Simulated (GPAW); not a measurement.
# C2 in line between two Al chains: relaxation, then transmission at several levels, part 2 of 2

Aim: the conductance of C2 in line between two Al chains after relaxation, and whether geometry, basis or functional moves it most.

GPAW 26.7.0; GPAW LCAO, PAW setups; relaxation of the junction within the symmetry of its start, lead ends held (the session's first sound run).

So far, transmission at the Fermi level (one spin): step 3 (double-zeta polarised basis) 1.63; step 4 (basis szp(dzp)) 1.62. Also open channels of the lead at the Fermi level (one spin): step 3 2; step 4 2.

## Step 5: GPAW, sz: basis = "sz(dzp)"

Level of this step: GPAW LCAO, PAW setups; Landauer transmission from Green's functions with principal layers (ASE), zero bias (GPAW).

The minimal basis is the cheapest rung: no second zeta and no polarisation.

File run.py:

```python
import json
import numpy as np
from ase import Atoms
from ase.transport.calculators import TransportCalculator
from gpaw import GPAW, FermiDirac
from gpaw.lcao.tools import get_lcao_hamiltonian
from scipy.linalg import eigh

# The junction with lead layers at both ends, along the third cell vector
device = Atoms(
    ['Al', 'Al', 'Al', 'Al', 'Al', 'Al', 'Al', 'C', 'C', 'Al', 'Al', 'Al', 'Al', 'Al', 'Al', 'Al'],
    positions=[
        [4.50000, 4.50000, 1.20000],
        [4.50000, 4.50000, 3.60000],
        [4.50000, 4.50000, 6.00000],
        [4.50000, 4.50000, 8.40000],
        [4.50000, 4.50000, 10.80000],
        [4.50000, 4.50000, 13.20000],
        [4.50000, 4.50000, 15.51686],
        [4.50000, 4.50000, 17.34698],
        [4.50000, 4.50000, 18.60382],
        [4.50000, 4.50000, 20.43394],
        [4.50000, 4.50000, 22.75080],
        [4.50000, 4.50000, 25.15080],
        [4.50000, 4.50000, 27.55080],
        [4.50000, 4.50000, 29.95080],
        [4.50000, 4.50000, 32.35080],
        [4.50000, 4.50000, 34.75080]],
    cell=[[9.0, 0.0, 0.0], [0.0, 9.0, 0.0], [0.0, 0.0, 35.9508]],
    pbc=True)

# One principal layer of the lead: the first 4 atoms of the device
lead = Atoms(
    ['Al', 'Al', 'Al', 'Al'],
    positions=[
        [4.50000, 4.50000, 1.20000],
        [4.50000, 4.50000, 3.60000],
        [4.50000, 4.50000, 6.00000],
        [4.50000, 4.50000, 8.40000]],
    cell=[[9.0, 0.0, 0.0], [0.0, 9.0, 0.0], [0.0, 0.0, 9.6]],
    pbc=True)

settings = dict(mode='lcao', basis='sz(dzp)', xc='PBE', h=0.2,
                occupations=FermiDirac(0.1), maxiter=250,
                mixer=dict(beta=0.1, nmaxold=8, weight=100.0),
                convergence=dict(density=0.0001))
energies = np.arange(-2, 2 + 1e-9, 0.025)
eta = 0.0001
n1, n2 = 1, 1
# k and -k transmit alike, so half of the mesh across the current serves
mesh = [(i, j) for i in range(n1) for j in range(n2) if (i, j) <= (-i % n1, -j % n2)]
weights = np.array([1 if (i, j) == (-i % n1, -j % n2) else 2 for i, j in mesh]) / (n1 * n2)

# [... helper functions left out ...]
fermi_lead = ground_state(lead, (1, 1, 12), 'lead.txt')
fermi_device = ground_state(device, (1, 1, 2), 'device.txt')
# [... loop over the mesh left out, but for ...]
        # Shift the lead onto the potential of the device's first layer
        shift = ((H[:, 0, 0] - H0[:, 0, 0]) / S0[0, 0]).real.mean()
# [...]
kT = 8.617333e-5 * 300
bias = [0.1, 0.2, 0.5, 1.0, 1.5, 2.0]
# [... integrals and printing left out ...]
```

The run is started by

```
> OMP_NUM_THREADS=1 OPENBLAS_NUM_THREADS=1 python run.py
```

The program printed:

```text
basis functions: device 64, principal layer 16
Fermi level: lead -3.8293 eV, device -3.8494 eV; lead shifted by -0.0060 eV
largest coupling past the next layer 9.58e-16 eV, largest misfit of the first layer 0.037 eV
  E-E_F (eV)   T (one spin)  channels
    -2.000    6.4156e-03    1.0000
    -1.975    5.8562e-03    1.0000
    -1.950    5.2869e-03    1.0000
[...]
1.975    1.9327e+00    3.0000
     2.000    1.9376e+00    3.0000
conductance at 300 K: 1.6263 G0 a cell; thermopower 1.069 uV/K
current from the zero-bias T(E) at 0.1 V: 12.578 uA
current from the zero-bias T(E) at 0.2 V: 25.024 uA
current from the zero-bias T(E) at 0.5 V: 60.598 uA
current from the zero-bias T(E) at 1.0 V: 102.92 uA
current from the zero-bias T(E) at 1.5 V: 128.73 uA
current from the zero-bias T(E) at 2.0 V: 156.76 uA
```

Run time: 33 s. Hardware: 1 thread of Arm Neoverse V1, shared host; peak memory 1 GiB.

This step gave:

* conductance: 1.626 G₀
* largest coupling past the next principal layer: 9.58e-16 eV
* largest misfit of the first principal layer: 0.03655 eV
* shift that aligns the lead: -0.005978 eV
* basis functions of the junction: 64
* basis functions of a principal layer: 16
* transmission at the Fermi level (one spin): 1.635

One spin. The transmission, zone mean by energy, zero at the Fermi level:

```
energy (eV)  transmission, zone mean
     -2.000                  0.00642
     -1.900                  0.00412
     -1.800                  0.00162
     -1.700                  1.5e-10
     -1.600                  6.1e-12
     -1.500                  1.1e-12
     -1.400                        0
     -1.300                        0
     -1.200                        0
     -1.100                        0
     -1.000                        0
     -0.900                        0
     -0.800                        0
     -0.700                        0
     -0.600                        0
     -0.500                  1.9e-11
     -0.400                    0.875
     -0.300                     1.45
     -0.200                     1.53
     -0.100                     1.62
     -0.025                     1.64
      0.000                     1.63
      0.100                     1.58
      0.200                     1.48
      0.300                     1.40
      0.400                     1.34
      0.500                     1.31
      0.600                     1.30
      0.700                     1.36
      0.800                     1.41
      0.900                     1.46
      1.000                     1.51
      1.100                     1.57
      1.200                     1.62
      1.300                     1.68
      1.400                     1.73
      1.500                     1.78
      1.600                     1.82
      1.700                     1.86
      1.800                     1.89
      1.900                     1.92
      2.000                     1.94
```

The conductance, 1.63 G₀, lies 0.3 % above that of the dzp run.

## Step 6: LDA in the dzp basis: xc = "LDA"

Back in the dzp basis, the functional changes from PBE to LDA, to set the spread between functionals beside that between bases.

run.py, as its differences from that of step 5:

```diff
@@ -42,3 +42,3 @@
 
-settings = dict(mode='lcao', basis='sz(dzp)', xc='PBE', h=0.2,
+settings = dict(mode='lcao', basis='dzp', xc='LDA', h=0.2,
                 occupations=FermiDirac(0.1), maxiter=250,
```

The program printed:

```text
basis functions: device 208, principal layer 52
Fermi level: lead -3.2559 eV, device -3.2603 eV; lead shifted by -0.0038 eV
largest coupling past the next layer 1.29e-15 eV, largest misfit of the first layer 0.024 eV
  E-E_F (eV)   T (one spin)  channels
    -2.000    2.1999e-02    1.0000
    -1.975    2.1364e-02    1.0000
    -1.950    2.0725e-02    1.0000
[...]
1.975    2.0426e+00    3.0000
     2.000    2.0465e+00    3.0000
conductance at 300 K: 1.6634 G0 a cell; thermopower 0.6468 uV/K
current from the zero-bias T(E) at 0.1 V: 12.868 uA
current from the zero-bias T(E) at 0.2 V: 25.617 uA
current from the zero-bias T(E) at 0.5 V: 62.207 uA
current from the zero-bias T(E) at 1.0 V: 104.59 uA
current from the zero-bias T(E) at 1.5 V: 132.13 uA
current from the zero-bias T(E) at 2.0 V: 161.64 uA
```

It took 57 s on 1 thread; peak memory 1.2 GiB.

Numbers from this step:

```
conductance                                    : 1.663 G₀
largest coupling past the next principal layer : 1.29e-15 eV
largest misfit of the first principal layer    : 0.02421 eV
shift that aligns the lead                     : -0.003805 eV
basis functions of the junction                : 208
basis functions of a principal layer           : 52
transmission at the Fermi level (one spin)     : 1.671
```

The conductance, 1.66 G₀, lies 2.5 % above that of the dzp run.

## Step 7: The structure as built: geometry = "as built"

The dzp basis with PBE on the structure as first built shows what the relaxation was worth.

run.py, as its differences from that of step 6:

```diff
@@ -18,6 +18,6 @@
         [4.50000, 4.50000, 13.20000],
-        [4.50000, 4.50000, 15.51686],
-        [4.50000, 4.50000, 17.34698],
-        [4.50000, 4.50000, 18.60382],
-        [4.50000, 4.50000, 20.43394],
+        [4.50000, 4.50000, 15.60000],
+        [4.50000, 4.50000, 17.35540],
+        [4.50000, 4.50000, 18.59540],
+        [4.50000, 4.50000, 20.35080],
         [4.50000, 4.50000, 22.75080],
@@ -42,3 +42,3 @@
 
-settings = dict(mode='lcao', basis='dzp', xc='LDA', h=0.2,
+settings = dict(mode='lcao', basis='dzp', xc='PBE', h=0.2,
                 occupations=FermiDirac(0.1), maxiter=250,
```

The program printed:

```text
basis functions: device 208, principal layer 52
Fermi level: lead -3.1259 eV, device -3.1020 eV; lead shifted by -0.0038 eV
largest coupling past the next layer 1.42e-15 eV, largest misfit of the first layer 0.022 eV
  E-E_F (eV)   T (one spin)  channels
    -2.000    2.0593e-02    1.0000
    -1.975    1.9897e-02    1.0000
    -1.950    1.9199e-02    1.0000
[...]
1.975    2.0597e+00    3.0000
     2.000    2.0588e+00    3.0000
conductance at 300 K: 1.7566 G0 a cell; thermopower -0.8307 uV/K
current from the zero-bias T(E) at 0.1 V: 13.594 uA
current from the zero-bias T(E) at 0.2 V: 27.093 uA
current from the zero-bias T(E) at 0.5 V: 66.198 uA
current from the zero-bias T(E) at 1.0 V: 114.08 uA
current from the zero-bias T(E) at 1.5 V: 148.36 uA
current from the zero-bias T(E) at 2.0 V: 184.51 uA
```

Run time: 65 s. Hardware: 1 thread; peak memory 1.2 GiB.

This step gave:

```
conductance                                    : 1.757 G₀
largest coupling past the next principal layer : 1.42e-15 eV
largest misfit of the first principal layer    : 0.02184 eV
shift that aligns the lead                     : -0.003833 eV
transmission at the Fermi level (one spin)     : 1.762
```

The conductance, 1.76 G₀, lies 8.3 % above that of the dzp run.

## Step 8: Cost and result by level

Times are for 1 thread of Arm Neoverse V1, shared host. The series side by side:

```
no.      run  conductance (G₀)  time  memory (GiB)
  1      dzp             1.622  68 s           1.1
  2      szp             1.608  54 s           1.1
  3       sz             1.626  33 s           1.0
  4  dzp LDA             1.663  57 s           1.2
  5  asbuilt             1.757  65 s           1.2
```

## Step 9: Comparison

The curves are compared point by point over the common energies.

This step: comparison of transmission and cost over codes, levels and geometry (GPAW 26.7.0).

Ladder, by row:

```
   step  code  T at the Fermi level (sum over the listed spins)  conductance (G0)  r.m.s. T(E) from the first  wall time (s)  peak memory (GiB)  threads
    dzp  GPAW                                              1.63             1.622                           0          68.16               1.15        1
    szp  GPAW                                             1.617             1.608                     0.09122          53.74               1.14        1
     sz  GPAW                                             1.635             1.626                     0.07626          33.25               1.03        1
dzp-LDA  GPAW                                             1.671             1.663                     0.04503          57.02               1.16        1
asbuilt  GPAW                                             1.762             1.757                      0.2218          65.27               1.16        1
```

Table of transmission, zone mean, sum over the listed spins by energy, zero at the Fermi level:

```
energy (eV)      dzp      szp       sz  dzp-LDA  asbuilt
     -2.000   0.0230   0.0173  0.00642   0.0220   0.0206
     -1.800   0.0173   0.0124  0.00162   0.0168   0.0150
     -1.600   0.0112  0.00683  6.1e-12   0.0110  0.00922
     -1.400  0.00407   2.3e-4  3.4e-13  0.00421  0.00316
     -1.200  2.6e-11  3.4e-12  7.3e-14  3.2e-11  2.2e-11
     -1.000  2.1e-12  3.4e-13  2.9e-14  2.3e-12  2.6e-12
     -0.800  1.4e-12  9.5e-14  1.8e-14  1.4e-12  1.9e-12
     -0.600  1.2e-12  4.8e-14  4.7e-14  1.2e-12  1.8e-12
     -0.400    0.121   2.9e-9    0.875    0.153    0.160
     -0.200     1.53     1.50     1.53     1.56     1.60
     -0.025     1.63     1.62     1.64     1.67     1.76
      0.000     1.63     1.62     1.63     1.67     1.76
      0.200     1.49     1.47     1.48     1.55     1.74
      0.400     1.36     1.34     1.34     1.43     1.72
      0.600     1.33     1.34     1.30     1.41     1.76
      0.800     1.39     1.44     1.41     1.46     1.82
      1.000     1.53     1.61     1.51     1.62     1.97
      1.200     1.68     1.75     1.62     1.74     2.03
      1.400     1.81     1.87     1.73     1.85     2.05
      1.600     1.91     1.97     1.82     1.94     2.06
      1.800     1.99     2.04     1.89     2.01     2.06
      2.000     2.04     2.07     1.94     2.05     2.06
```

## Step 10: Other settings

One more run, with changed settings.

This step: GPAW LCAO, PAW setups; Landauer transmission from Green's functions with principal layers (ASE), zero bias (GPAW 26.7.0).

run.py, as its differences from that of step 7:

```diff
@@ -18,6 +18,6 @@
         [4.50000, 4.50000, 13.20000],
-        [4.50000, 4.50000, 15.60000],
-        [4.50000, 4.50000, 17.35540],
-        [4.50000, 4.50000, 18.59540],
-        [4.50000, 4.50000, 20.35080],
+        [4.50000, 4.50000, 15.51686],
+        [4.50000, 4.50000, 17.34698],
+        [4.50000, 4.50000, 18.60382],
+        [4.50000, 4.50000, 20.43394],
         [4.50000, 4.50000, 22.75080],
@@ -43,3 +43,3 @@
 settings = dict(mode='lcao', basis='dzp', xc='PBE', h=0.2,
-                occupations=FermiDirac(0.1), maxiter=250,
+                occupations=FermiDirac(0.1), maxiter=5,
                 mixer=dict(beta=0.1, nmaxold=8, weight=100.0),
```

The program printed:

```text
gpaw.KohnShamConvergenceError
```

Elapsed: 6.9 s, on 1 thread; peak memory 0.37 GiB.

No converged result was reached; the numbers in the log don't describe the system.

The fault put into the input: too few SCF iterations (maxiter = 5).

## Step 11: Results

```json
{
  "conductance": "1.62 G₀",
  "transmission at the Fermi level, mean of the spins": "1.63",
  "thermopower": "about 0 (under 1.5 μV/K)",
  "open channels of the lead there": "2"
}
```

What this shows: In the dzp basis the junction conducts 1.62 G₀ at 300 K, with T = 1.63 a spin at the Fermi level; the sz basis reaches that conductance within 10 %. Relaxation moved atoms by up to 0.083 Å and took the conductance from 1.76 to 1.62 G₀, as a ratio a larger change than the step from dzp to the minimal basis. The scatterer reflects about 18 % of the incoming channels at the Fermi level. At the Fermi level two eigenchannels carry the current (0.82 and 0.82). Measured against the first run (dzp), the nearest curve is that of dzp-LDA (r.m.s. 0.045) and the farthest that of asbuilt (0.22). Over the compared runs wall time goes from 33 s (sz) to 68 s (dzp), on a shared host. The leads kept an estimated spacing and the cell its length, so the junction may be under some tension or compression. The geometry comes from the orbital basis, which tends to overbind, and kept the symmetry of the start, so a structure of lower symmetry may lie lower. An evenly spaced straight chain is an idealisation: free chains tend to dimerise, zigzag or, where a band edge lies near the Fermi level, turn magnetic. The currents use the zero-bias T(E) throughout, which holds only while the bias is small against the distance to the nearest feature.

[Logs are printed without paths, hosts, clocks, repeated set-up lines and the standing remarks that a program may print on its own settings, such as how far it seeks lower states.]

[Hosts, paths, dates, database ids (printed as entryN), source tags and the programs' standing remarks are cut or masked in the printed files.]
